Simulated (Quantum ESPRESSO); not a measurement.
# AlGaAs2 (P-4m2): zone-centre phonons, part 3 of 3

Aim: the zone-centre modes of AlGaAs2 (P-4m2).

Quantum ESPRESSO 7.5; DFT LDA, scalar-relativistic, plane waves, GBRV ultrasoft pseudopotentials.

So far, lowest optical zone-centre mode (cm⁻¹): step 6 (zone-centre analysis) 83.2; step 7 (without ASR) 83.2. The relaxed cell has a = 3.982, c = 5.608 Å (conventional setting).

The structure was built from a prototype and need not be the compound's stable phase.

## (8) Sum rules set otherwise (asr simple)

The rule can be imposed in more than one way; the choices should agree where the raw error is small.

dynmat.in reads:

```
 &input
    fildyn='g.dyn',
    asr='simple',
    fileig='dynmat.eig',
    lperm=.true.,
 /
```

The run is started by

```bash
$ dynmat.x -in dynmat.in > dynmat.out
```

The log of the run:

```text
[banner, memory and clock lines left out]
Program DYNMAT v.7.5

     Reading Dynamical Matrix from file g.dyn
     ...Force constants read
     ...epsilon and Z* read
     A direction for q was not specified:TO-LO splitting will be absent

     Polarizability (A^3 units)
     multiply by 0.204286 for Clausius-Mossotti correction
        84.376825    0.000000    0.000000
         0.000000   84.376825    0.000000
         0.000000    0.000000   79.272270

     IR activities are in (D/A)^2/amu units

# mode   [cm-1]    [THz]      IR
    1     -0.00   -0.0000    0.0000
    2     -0.00   -0.0000    0.0000
    3     -0.00   -0.0000    0.0000
    4     83.50    2.5032    0.0058
    5     83.50    2.5032    0.0058
    6    217.03    6.5063    0.0000
    7    252.98    7.5842    2.7801
    8    253.76    7.6074    2.3454
    9    253.76    7.6074    2.3454
   10    357.86   10.7283    5.4280
   11    357.86   10.7283    5.4280
   12    374.63   11.2312    5.3670

Electronic dielectric permittivity tensor (relative, adimensional)
        12.925788    0.000000    0.000000
         0.000000   12.925788    0.000000
         0.000000    0.000000   12.204312

 ... with zone-center polar mode contributions
        14.836161    0.000000    0.000000
         0.000000   14.836161   -0.000000
         0.000000   -0.000000   14.163698

2 [cm-1]
[end of the log left out, with the tail of the file of modes that dynmat.x writes under the same name]
```

It took 0.71 s on 1 thread of Intel Xeon at 2.70GHz, shared host.

This step gave:

* highest optical zone-centre mode (no LO-TO term): 374.6 cm⁻¹
* lowest optical zone-centre mode: 83.5 cm⁻¹
* mean static dielectric constant: 14.61

Zone-centre frequencies as printed; negative means imaginary. Modes:

```csv
mode,frequency (cm⁻¹)
1,0
2,0
3,0
4,83.5
5,83.5
6,217
7,253
8,253.8
9,253.8
10,357.9
11,357.9
12,374.6
```

Against the first rule no mode moves by more than 0.4 cm⁻¹.

## (9) Modes along a direction of q (1 0 0)

A longitudinal polar mode sets up a macroscopic field that stiffens it; the term hangs on the direction from which q goes to zero.

dynmat.in reads:

```
 &input
    fildyn='g.dyn',
    asr='crystal',
    fileig='dynmat.eig',
    q(1)=1.0,
    q(2)=0.0,
    q(3)=0.0,
 /
```

The run is started by

```bash
$ dynmat.x -in dynmat.in > dynmat.out
```

The log of the run:

```text
[banner, memory and clock lines left out]
Program DYNMAT v.7.5

     Reading Dynamical Matrix from file g.dyn
     ...Force constants read
     ...epsilon and Z* read
     Acoustic Sum Rule: || Z*(ASR) - Z*(orig)|| =    1.260753E-01
     Acoustic Sum Rule: ||dyn(ASR) - dyn(orig)||=    6.329066E-04

     Polarizability (A^3 units)
     multiply by 0.204286 for Clausius-Mossotti correction
        84.376825    0.000000    0.000000
         0.000000   84.376825    0.000000
         0.000000    0.000000   79.272270

     IR activities are in (D/A)^2/amu units

# mode   [cm-1]    [THz]      IR
    1     -0.00   -0.0000    0.0000
    2      0.00    0.0000    0.0000
    3      0.00    0.0000    0.0000
    4     83.16    2.4929    0.0059
    5     83.21    2.4946    0.0044
    6    216.94    6.5036    0.0000
    7    252.85    7.5803    2.7800
    8    253.64    7.6041    2.3444
    9    260.88    7.8211    1.7038
   10    357.81   10.7269    5.4287
   11    372.47   11.1662    6.0709
   12    374.65   11.2316    5.3671

[end of the log left out, with the tail of the file of modes that dynmat.x writes under the same name]
```

Wall time 0.72 s (1 thread).

Numbers from this step:

```
highest mode moved by the LO-TO term : 372.5 cm⁻¹
```

Zone-centre frequencies as printed; negative means imaginary. Modes:

```csv
mode,frequency (cm⁻¹)
1,0
2,0
3,0
4,83.16
5,83.21
6,216.9
7,252.8
8,253.6
9,260.9
10,357.8
11,372.5
12,374.6
```

The field moves 2 modes; the highest of them now lies at 372 cm⁻¹, where the highest that moved away lay at 358.

## (10) The LO-TO splitting (0 0 1)

dynmat.in reads:

```
 &input
    fildyn='g.dyn',
    asr='crystal',
    fileig='dynmat.eig',
    q(1)=0.0,
    q(2)=0.0,
    q(3)=1.0,
 /
```

The run is started by

```bash
$ dynmat.x -in dynmat.in > dynmat.out
```

The log of the run:

```text
[banner, memory and clock lines left out]
Program DYNMAT v.7.5

     Reading Dynamical Matrix from file g.dyn
     ...Force constants read
     ...epsilon and Z* read
     Acoustic Sum Rule: || Z*(ASR) - Z*(orig)|| =    1.260753E-01
     Acoustic Sum Rule: ||dyn(ASR) - dyn(orig)||=    6.329066E-04

     Polarizability (A^3 units)
     multiply by 0.204286 for Clausius-Mossotti correction
        84.376825    0.000000    0.000000
         0.000000   84.376825    0.000000
         0.000000    0.000000   79.272270

     IR activities are in (D/A)^2/amu units

# mode   [cm-1]    [THz]      IR
    1     -0.00   -0.0000    0.0000
    2      0.00    0.0000    0.0000
    3      0.00    0.0000    0.0000
    4     83.16    2.4929    0.0059
    5     83.16    2.4929    0.0059
    6    216.94    6.5036    0.0000
    7    253.64    7.6041    2.3444
    8    253.64    7.6041    2.3444
    9    262.10    7.8576    2.0944
   10    357.81   10.7269    5.4287
   11    357.81   10.7269    5.4287
   12    389.37   11.6731    6.0527

[end of the log left out, with the tail of the file of modes that dynmat.x writes under the same name]
```

Run time: 0.73 s. Hardware: 1 thread.

Read from the output:

```
highest mode moved by the LO-TO term : 389.4 cm⁻¹
```

Zone-centre frequencies as printed; negative means imaginary. Modes:

```csv
mode,frequency (cm⁻¹)
1,0
2,0
3,0
4,83.16
5,83.16
6,216.9
7,253.6
8,253.6
9,262.1
10,357.8
11,357.8
12,389.4
```

The field moves 2 modes; the highest of them now lies at 389 cm⁻¹, where the highest that moved away lay at 375.

## (11) Modes along a direction of q (1 1 1)

dynmat.in reads:

```
 &input
    fildyn='g.dyn',
    asr='crystal',
    fileig='dynmat.eig',
    q(1)=1.0,
    q(2)=1.0,
    q(3)=1.0,
 /
```

The run is started by

```bash
$ dynmat.x -in dynmat.in > dynmat.out
```

The log of the run:

```text
[banners, grids, parts of the stress and lines that vanish by symmetry left out]
[banner, memory and clock lines left out]
Program DYNMAT v.7.5

     Reading Dynamical Matrix from file g.dyn
     ...Force constants read
     ...epsilon and Z* read
     Acoustic Sum Rule: || Z*(ASR) - Z*(orig)|| =    1.260753E-01
     Acoustic Sum Rule: ||dyn(ASR) - dyn(orig)||=    6.329066E-04

     Polarizability (A^3 units)
     multiply by 0.204286 for Clausius-Mossotti correction
        84.376825    0.000000    0.000000
         0.000000   84.376825    0.000000
         0.000000    0.000000   79.272270

     IR activities are in (D/A)^2/amu units

# mode   [cm-1]    [THz]      IR
    1     -0.00   -0.0000    0.0000
    2     -0.00   -0.0000    0.0000
[...]
11    364.63   10.9314    5.5782
   12    382.51   11.4673    5.8735

[end of the log left out, with the tail of the file of modes that dynmat.x writes under the same name]
```

The job ended after 0.75 s (1 thread).

Numbers from this step:

```
highest mode moved by the LO-TO term : 382.5 cm⁻¹
```

Zone-centre frequencies as printed; negative means imaginary. Modes:

```csv
mode,frequency (cm⁻¹)
1,0
2,0
3,0
4,83.16
5,83.19
6,216.9
7,253.1
8,253.6
9,261.2
10,357.8
11,364.6
12,382.5
```

The field moves 4 modes; the highest of them now lies at 382 cm⁻¹, where the highest that moved away lay at 375.

## (12) Outcome

```
space group after relaxation                                                            : P-4m2
volume per atom                                                                         : 22.2 Å³
gap on the k-mesh                                                                       : 1.01 eV
highest optical zone-centre mode (no LO-TO term)                                        : 374.6 cm⁻¹
lowest optical zone-centre mode                                                         : 83.2 cm⁻¹
highest mode moved by the LO-TO term (probably not converged in the k mesh)             : 389.4 cm⁻¹
mean high-frequency dielectric constant (probably not converged in the k mesh)          : 12.7
largest Born charge in size (third of the trace) (probably not converged in the k mesh) : 2.18 e
mean static dielectric constant (probably not converged in the k mesh)                  : 14.6
imaginary optical modes at the zone centre (no q mesh in this session)                  : none
```

At the LDA level the optical modes of AlGaAs2 (P-4m2) at the zone centre (no LO-TO term) run from 83 to 375 cm⁻¹. Along the directions run, the highest mode that the macroscopic field moves lies at 389 cm⁻¹. Lattice motion raises the mean dielectric constant from 12.69 to 14.61. The Born charges miss their sum rule by 0.17 e, a sign that the k mesh or the cutoff is short for the field response. ε∞, the Born charges and what follows from them are probably not converged in the k mesh. Of the 9 optical modes, 8 are both infrared and Raman active and 1 is Raman active alone. These are harmonic frequencies at zero temperature: anharmonic shifts and linewidths and thermal expansion are left out. The structure is a hypothetical one, built on a prototype.

[Host names and launcher messages were left out of these logs when they were recorded.]

[Logs are printed without paths, hosts, clocks, repeated set-up lines and the standing remarks that a program may print on its own settings, such as how far it seeks lower states.]

[Hosts, paths, dates, database ids (printed as entryN), source tags and the programs' standing remarks are cut or masked in the printed files.]
